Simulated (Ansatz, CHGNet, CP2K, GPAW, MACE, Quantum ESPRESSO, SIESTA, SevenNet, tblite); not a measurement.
# SIESTA on Σ7 (111) twist boundary in a MgS-YS solid solution (84 atoms): settings against a plane-wave reference

Wanted: SIESTA inputs and outputs for Σ7 (111) twist boundary in a MgS-YS solid solution (84 atoms), checked against a plane-wave reference.

Main program and level: SIESTA 5.4.2; the method is named at each step.

**1. Set-up**

The cell holds 84 atoms: 38 Mg, 42 S and 4 Y. Its edges and angles: a = 9.782 Å, b = 9.782 Å, c = 19.373 Å, α = 90.0°, β = 90.0°, γ = 120.0°. Rock-salt MgS lattice (a = 5.2289 Å, the value set for the mixture); two grains turned against each other by 38.21 deg about [111]; 1 x 1 coincidence cells, 1 lattice periods a grain, two boundaries a cell, upper grain shifted by [0, 0] of the boundary cell and opened by 0.63 Å, no atom removed; 4 of 42 Mg sites given to Y at random (lattice constant by Vegard's rule between MgS and YS); not relaxed, displaced by a Gaussian of 0.02 Å. Then every atom was moved at random, 0.05 Å r.m.s. a Cartesian component. Regions: lower grain, 42 atoms (20 Mg, 21 S and 1 Y); upper grain, 42 atoms (18 Mg, 21 S and 3 Y). The structure's axis is c.

The yardstick, on the same geometry:

| Property | Result |
| --- | --- |
| method | Kohn-Sham DFT, PBE, PAW, plane waves (Ansatz 0.2.0); cutoff 420 eV, Γ point, fermi-dirac smearing of 0.05 eV; PAW set soft_2 |
| r.m.s. force component | 0.7989 eV/Å |
| longest force | 6.331 eV/Å |
| pressure | 3.067 GPa |
| SCF cycles | 14 |
| time | 26 s on 4 threads of Intel Xeon Platinum 8259CL at 2.50GHz (Skylake/Cascade Lake), shared host |
| CPU time | 94 s |

**2. PBE, DZP, shift 0.01 Ry, mesh 500 Ry**

Method: Kohn-Sham DFT, PBE, PseudoDojo 0.4.1 norm-conserving pseudopotentials (converted to PSML), numerical atomic orbitals (DZP), diagonalisation.

The .psml files are PseudoDojo norm-conserving potentials that we converted to this format, checked against plane waves on the same files for H, C, O, Si, Ge and Ca alone.

input.fdf

```
SystemLabel cell
NumberOfAtoms 84
NumberOfSpecies 3
%block ChemicalSpeciesLabel
  1 12 Mg
  2 16 S
  3 39 Y
%endblock ChemicalSpeciesLabel
LatticeConstant 1.0 Ang
%block LatticeVectors
  9.78238 0.00000 0.00000
  -4.89119 8.47179 0.00000
  0.00000 0.00000 19.37344
%endblock LatticeVectors
PAO.BasisSize DZP
PAO.EnergyShift 0.01 Ry
XC.Functional GGA
XC.Authors PBE
MeshCutoff 500 Ry
%block kgrid_Monkhorst_Pack
  1 0 0 0.0
  0 1 0 0.0
  0 0 1 0.0
%endblock kgrid_Monkhorst_Pack
SolutionMethod diagon
OccupationFunction FD
ElectronicTemperature 580 K
SCF.Mixer.Method Pulay
SCF.Mixer.Weight 0.05
SCF.Mixer.History 8
SCF.Mix Hamiltonian
MaxSCFIterations 300
SCF.DM.Tolerance 1e-04
SCF.H.Tolerance 1.0e-3 eV
WriteForces T
Write.HirshfeldPop T
Write.VoronoiPop T
Write.DM F
Write.H F
XML.Write F
AtomicCoordinatesFormat Fractional
%block AtomicCoordinatesAndAtomicSpecies
  0.86032 0.56704 0.00142 1
  0.09355 0.61765 0.08324 2
  0.71029 0.13320 0.00136 1
  0.95521 0.19767 0.07908 2
  0.91015 0.37802 0.16022 1
  0.13000 0.42232 0.23020 2
  0.96172 0.18732 0.31446 1
  0.19225 0.23527 0.39019 2
  0.57595 0.71569 0.99879 1
  0.81071 0.75726 0.08045 2
  0.76009 0.95588 0.15395 1
  0.00070 0.99762 0.23620 2
  0.42806 0.29407 0.00082 1
  0.65211 0.33422 0.07754 2
  0.61105 0.52393 0.15720 1
  0.86844 0.57963 0.23827 2
  0.80245 0.75967 0.31083 1
  0.04674 0.80861 0.38617 2
  0.47522 0.08976 0.16249 3
  0.71069 0.13049 0.23110 2
  0.67026 0.33786 0.30936 1
  0.89715 0.38024 0.38989 2
  0.29117 0.86271 0.00132 1
  0.51525 0.89930 0.07946 2
  0.14988 0.42884 0.99664 1
  0.37401 0.47270 0.07556 2
  0.33950 0.67146 0.15052 1
  0.58238 0.72759 0.23132 2
  0.52171 0.90444 0.31652 1
  0.75270 0.94980 0.38606 2
  0.99909 0.00148 0.99886 1
  0.23732 0.04657 0.07596 2
  0.19427 0.24025 0.15361 1
  0.43640 0.29439 0.23228 2
  0.39601 0.48345 0.31793 1
  0.60190 0.51622 0.38781 2
  0.24464 0.05326 0.31799 1
  0.46654 0.09186 0.39378 2
  0.06020 0.81486 0.15259 1
  0.28119 0.85389 0.23238 2
  0.08945 0.62685 0.31040 1
  0.33214 0.65607 0.38773 2
  0.57001 0.86837 0.49643 1
  0.80290 0.04869 0.58547 2
  0.71518 0.57277 0.49735 1
  0.93998 0.75115 0.57635 2
  0.76053 0.81055 0.66117 1
  0.99793 0.00365 0.73305 2
  0.86561 0.28551 0.49886 1
  0.09673 0.47729 0.57740 2
  0.90440 0.52148 0.65761 1
  0.15151 0.71542 0.72936 2
  0.95606 0.76293 0.81310 1
  0.18249 0.94908 0.88493 2
  0.13704 0.70990 0.49968 1
  0.38696 0.88961 0.57983 2
[... 24 atom lines left out ...]
  0.10763 0.48054 0.81133 1
  0.32722 0.66278 0.89039 2
  0.23475 0.18084 0.81300 1
  0.48926 0.38218 0.89207 2
%endblock AtomicCoordinatesAndAtomicSpecies
```

The run is started by

```sh
> OMP_NUM_THREADS=1 mpirun -np 2 siesta < input.fdf > output.txt
```

The program printed:

```text
Version         : 5.4.2
reinit: System Name:
reinit: System Label: cell
initatom: Reading input for the pseudopotentials and atomic orbitals ----------
Species number:   1 Atomic number:   12 Label: Mg
Species number:   2 Atomic number:   16 Label: S
Species number:   3 Atomic number:   39 Label: Y
Ground state valence configuration (from tables):   3s02  3p00  3d00  4f00
Ground state valence configuration (from tables):   3s02  3p04  3d00  4f00
Ground state valence configuration (from tables):   5s02  5p00  4d01  4f00
---- Processing specs for species: Mg
GGA--PBE XC_GGA_X_PBE--XC_GGA_C_PBE pb
Semicore shell(s) with  8 electrons included in the valence for Mg
---- Processing specs for species: S
GGA--PBE XC_GGA_X_PBE--XC_GGA_C_PBE pb
---- Processing specs for species: Y
GGA--PBE XC_GGA_X_PBE--XC_GGA_C_PBE pb
Semicore shell(s) with  8 electrons included in the valence for Y
Semicore shell(s): 2s 2p
Fallback to non-perturbative polarization scheme for Mg
Please see the manual if this is not desired in principle
Semicore shell(s): 4s 4p
Fallback to non-perturbative polarization scheme for Y
Please see the manual if this is not desired in principle
Mg pseudopotential only contains V_ls up to l=1 -- lmxkb reset.
S pseudopotential only contains V_ls up to l=2 -- lmxkb reset.
Y pseudopotential only contains V_ls up to l=2 -- lmxkb reset.
Using PAO.SplitTailNorm
%block ChemicalSpeciesLabel
    1   12 Mg                      # Species index, atomic number, species label
    2   16 S                       # Species index, atomic number, species label
    3   39 Y                       # Species index, atomic number, species label
%endblock ChemicalSpeciesLabel
%block PAO.Basis                 # Define Basis set
Mg                    4                    # Species label, number of l-shells
 n=2   0   1                         # n, l, Nzeta
   2.332
   1.000
 n=3   0   2                         # n, l, Nzeta
   7.124      5.248
   1.000      1.000
 n=2   1   1                         # n, l, Nzeta
   2.593
[...]
S                     2                    # Species label, number of l-shells
[...]
4.449      3.085
[...]
n=3   1   2 P   1                   # n, l, Nzeta, Polarization, NzetaPol
[...]
Y                     5                    # Species label, number of l-shells
[...]
n=5   1   1                         # n, l, Nzeta
   8.245
   1.000
 n=4   2   2                         # n, l, Nzeta
   6.982      4.972
   1.000      1.000
%endblock PAO.Basis
coor:   Atomic-coordinates input format  =     Fractional
siesta: System type = bulk
initatomlists: Number of atoms, orbitals, and projectors:     84   964  1132
siesta: ******************** Simulation parameters ****************************
Total number of electrons:   676.000000
Total ionic charge:   676.000000
 Kpoints in:            1 . Kpoints trimmed:            1
siesta: k-grid: Number of k-points = 1
siesta: k-points from Monkhorst-Pack grid
siesta: k-cutoff (effective) =     4.891 Ang
siesta: k-point supercell and displacements
siesta: k-grid:     1     0     0      0.000
siesta: k-grid:     0     1     0      0.000
siesta: k-grid:     0     0     1      0.000
                     ====================================
                        Single-point calculation
                     ====================================
outcell: Unit cell vectors (Ang):
        9.782380    0.000000    0.000000
       -4.891190    8.471790    0.000000
        0.000000    0.000000   19.373440
outcell: Cell vector modules (Ang)   :    9.782380    9.782380   19.373440
outcell: Cell angles (23,13,12) (deg):     90.0000     90.0000    120.0000
outcell: Cell volume (Ang**3)        :   1605.5597
Gamma-point calculation with multiply-connected orbital pairs
Gamma-point calculation with multiply-connected orbital pairs
Folding of H and S implicitly performed
Folding of H and S implicitly performed
new_DM -- step:     1
Initializing Density Matrix...
Attempting to read DM from file... Failed...
DM filled with atomic data:
InitMesh: MESH = 120 x 120 x 270 = 3888000
InitMesh: Mesh cutoff (required, used) =   500.000   536.804 Ry
stepf: Fermi-Dirac step function
        iscf     Eharris(eV)        E_KS(eV)     FreeEng(eV)     dDmax    Ef(eV) dHmax(eV)
   scf:    1   -78417.660793   -78501.674857   -78501.787823  1.710135 -2.298778 11.317443
   scf:    2   -78514.458046   -78510.214096   -78510.385248  0.235687 -2.194246  7.177599
   scf:    3   -78517.170443   -78513.801373   -78513.979290  0.041659 -2.185928  6.477001
[...]
scf:   22   -78525.651625   -78525.651628   -78525.842386  0.000053 -2.262005  0.001444
   scf:   23   -78525.651624   -78525.651627   -78525.842387  0.000057 -2.262008  0.000847
SCF Convergence by DM+H criterion
max |DM_out - DM_in|         :     0.0000571880
max |H_out - H_in|      (eV) :     0.0008474075
SCF cycle converged after 23 iterations
Using DM_out to compute the final energy and forces
siesta: E_KS(eV) =           -78525.6516
siesta: E_KS - E_eggbox =    -78525.6516
siesta: Atomic forces (eV/Ang):
     1   -0.325079    0.152490    0.231471
     2    0.137245    0.001556   -1.293149
     3    0.401670    0.522635    0.228540
[...]
83    0.558719    0.377558    0.948396
    84   -0.634363    0.656323   -1.391572
----------------------------------------
   Tot   -0.145302   -0.095371   -0.020569
----------------------------------------
   Max    5.802541
   Res    0.853361    sqrt( Sum f_i^2 / 3N )
----------------------------------------
   Max    5.802541    constrained
Stress tensor Voigt[x,y,z,yz,xz,xy] (kbar):      -44.22      -35.65      -18.94       -5.51       -1.99       -2.86
(Free)E + p*V (eV/cell)   -78492.8366
Target enthalpy (eV/cell)   -78525.8424
siesta: Program's energy decomposition (eV):
siesta: Ebs     =    -21222.611424
siesta: Eions   =    104544.494104
siesta: Ena     =     13898.709870
siesta: Ekin    =     40649.830859
siesta: Enl     =    -16290.218884
siesta: DEna    =       476.271711
siesta: DUscf   =        26.256000
siesta: Ex      =    -11893.530224
siesta: Ec      =      -848.476856
siesta: Exc     =    -12742.007080
siesta: Eharris =    -78525.651624
siesta: Etot    =    -78525.651627
siesta: FreeEng =    -78525.842387
siesta: Final energy (eV):
siesta:  Band Struct. =  -21222.611424
siesta:       Kinetic =   40649.830859
siesta:       Hartree =   24771.497375
siesta:         Exch. =  -11893.530224
siesta:         Corr. =    -848.476856
siesta:   Exch.-corr. =  -12742.007080
siesta:  Ion-electron =  -96468.818554
siesta:       Ion-ion =  -34736.154227
siesta:         Total =  -78525.651627
siesta:         Fermi =      -2.262008
siesta: Stress tensor (static) (eV/Ang**3):
siesta:    -0.027598   -0.001783   -0.001244
siesta:    -0.001783   -0.022250   -0.003436
siesta:    -0.001244   -0.003436   -0.011823
siesta: Cell volume =       1605.559679 Ang**3
siesta: Pressure (static):
siesta:                Solid            Molecule  Units
siesta:           0.00022390          0.00009333  Ry/Bohr**3
siesta:           0.02055719          0.00856880  eV/Ang**3
siesta:          32.93625364         13.72872940  kBar
    Orbital volume contribution        =          48.911144 eV
    (Free)E + p_basis*V_orbitals       =      -78476.931243 eV
    (Free)Eharris+ p_basis*V_orbitals  =      -78476.931240 eV
Hirshfeld Atomic Populations:
Atom #   charge [q] valence [e]  Species
     1     0.321284    9.678716  Mg
     2    -0.255394    6.255394  S
     3     0.305706    9.694294  Mg
     4    -0.253527    6.253527  S
     5     0.255698    9.744302  Mg
     6    -0.280463    6.280463  S
[...]
19     0.127071   10.872929  Y
[...]
61     0.070436   10.929564  Y
[...]
65     0.093690   10.906310  Y
[...]
--------------------
 Total     0.000001
Voronoi Atomic Populations:
Atom #   charge [q] valence [e]  Species
[...]
65     0.176970   10.823030  Y
[...]
75     0.218075   10.781925  Y
[...]
81     0.388685    9.611315  Mg
    82    -0.438966    6.438966  S
    83     0.372772    9.627228  Mg
    84    -0.446439    6.446439  S
--------------------
 Total    -0.000000
```

It took 7 min on 2 MPI ranks of Intel Xeon Platinum 8259CL at 2.50GHz (Skylake/Cascade Lake), shared host; peak memory 2.1 GiB.

Banners, paths, timers and routine set-up lines are dropped from the logs unmarked, and long logs keep their key lines alone; longer cuts are marked.

Compared with the plane-wave run:

```
r.m.s. force component                  : 0.8534 eV/Å
r.m.s. difference of force components   : 101.7 meV/Å
longest difference of force vectors     : 386.2 meV/Å
force difference over r.m.s. force      : 12.73 %
slope of forces against the reference's : 1.062
correlation of force components         : 0.9946
pressure                                : 3.294 GPa
pressure difference                     : 0.2268 GPa
```

Length of the force difference by element (eV/Å):

```
element  atoms  mean  most
     Mg     38  0.19  0.39
      S     42  0.13  0.34
      Y      4  0.17  0.32
```

The surroundings of Y19, one of the 4 Y atoms, nearest first, numbered as they follow in the input and with coordinates relative to it.

```
atom      x      y      z  distance (Å)  bonds  Hirshfeld charge (e)     Fx     Fy  Fz (eV/Å)
 Y19   0.00   0.00   0.00          0.00      6                  0.13  -0.49   0.68      -0.65
 S20   2.10   0.35   1.33          2.51      6                 -0.21   0.59   0.72       0.75
 S40  -0.74  -2.00   1.35          2.53      6                 -0.21   0.13  -0.41       0.46
 S34  -1.38   1.73   1.35          2.60      6                 -0.21  -0.67   0.06       0.42
 S24   1.32  -1.61  -1.61          2.63      6                 -0.20   0.71  -0.05      -1.22
 S14   0.53   2.07  -1.65          2.70      6                 -0.23   0.90   0.22      -0.69
 S32  -2.12  -0.37  -1.68          2.72      6                 -0.22  -0.23   0.24      -0.65
Mg39  -2.72  -2.33  -0.19          3.58      6                  0.26  -1.01  -0.25       0.79
Mg21   0.69   2.10   2.85          3.61      6                  0.28   0.25   0.23       1.35
```

Forces lie 13 % from the reference's, at 9.0 times its CPU time (on 2 against 4 cores).

**3. PBEsol, DZP, shift 0.01 Ry, mesh 500 Ry**

Method: Kohn-Sham DFT, PBEsol, PseudoDojo 0.4.1 norm-conserving pseudopotentials (converted to PSML), numerical atomic orbitals (DZP), diagonalisation.

The pseudopotential files are exchanged too: the .psml files are now those for PBEsol.

Changes to input.fdf since step 2:

```diff
@@ -17,3 +17,3 @@
 XC.Functional GGA
-XC.Authors PBE
+XC.Authors PBEsol
 MeshCutoff 500 Ry
```

The program printed:

```text
Version         : 5.4.2
reinit: System Name:
reinit: System Label: cell
initatom: Reading input for the pseudopotentials and atomic orbitals ----------
Species number:   1 Atomic number:   12 Label: Mg
Species number:   2 Atomic number:   16 Label: S
Species number:   3 Atomic number:   39 Label: Y
Ground state valence configuration (from tables):   3s02  3p00  3d00  4f00
[... lines left out ...]
SCF Convergence by DM+H criterion
[... lines left out ...]
SCF cycle converged after 22 iterations
[... lines left out ...]
   Max    5.636602
[... lines left out ...]
   Max    5.636602    constrained
Stress tensor Voigt[x,y,z,yz,xz,xy] (kbar):      -22.13      -13.76        2.09       -5.38       -1.96       -2.76
[... lines left out ...]
siesta: FreeEng =    -78411.465680
[... lines left out ...]
siesta:         Fermi =      -2.405066
[... lines left out ...]
siesta:          11.26615752         -5.79308790  kBar
[... lines left out ...]
    (Free)Eharris+ p_basis*V_orbitals  =      -78362.688260 eV
Hirshfeld Atomic Populations:
Atom #   charge [q] valence [e]  Species
     1     0.307628    9.692372  Mg
     2    -0.241945    6.241945  S
     3     0.294602    9.705398  Mg
     4    -0.239826    6.239826  S
     5     0.241517    9.758483  Mg
     6    -0.265809    6.265809  S
[...]
19     0.112446   10.887554  Y
[...]
61     0.056942   10.943058  Y
[...]
65     0.081719   10.918281  Y
[...]
--------------------
 Total    -0.000018
Voronoi Atomic Populations:
Atom #   charge [q] valence [e]  Species
[...]
65     0.167262   10.832738  Y
[...]
75     0.203543   10.796457  Y
[...]
81     0.370474    9.629526  Mg
    82    -0.422038    6.422038  S
    83     0.354675    9.645325  Mg
    84    -0.429992    6.429992  S
--------------------
 Total    -0.000019
```

Run time: 5.8 min. Hardware: 2 MPI ranks; peak memory 2.1 GiB; 12 min of CPU time.

Against the reference:

- r.m.s. force component: 0.8262 eV/Å
- r.m.s. difference of force components: 101.7 meV/Å
- longest difference of force vectors: 375.5 meV/Å
- force difference over r.m.s. force: 12.72 %
- slope of forces against the reference's: 1.027
- correlation of force components: 0.9927
- pressure: 1.127 GPa
- pressure difference: -1.94 GPa

Against the first run (13 %), the force difference from the reference is 13 %, at 0.83 times the CPU time; the model has changed, so this is no error of the program alone.

(Part 1 of 2 ends here.)

[Also dropped from logs without a mark: logging warnings of Python, and SIESTA's first energy breakdown and zero terms.]

[Logs are printed without paths, hosts, clocks, repeated set-up lines and the standing remarks that a program may print on its own settings, such as how far it seeks lower states.]

[Hosts, paths, dates, database ids (printed as entryN), source tags and the programs' standing remarks are cut or masked in the printed files.]
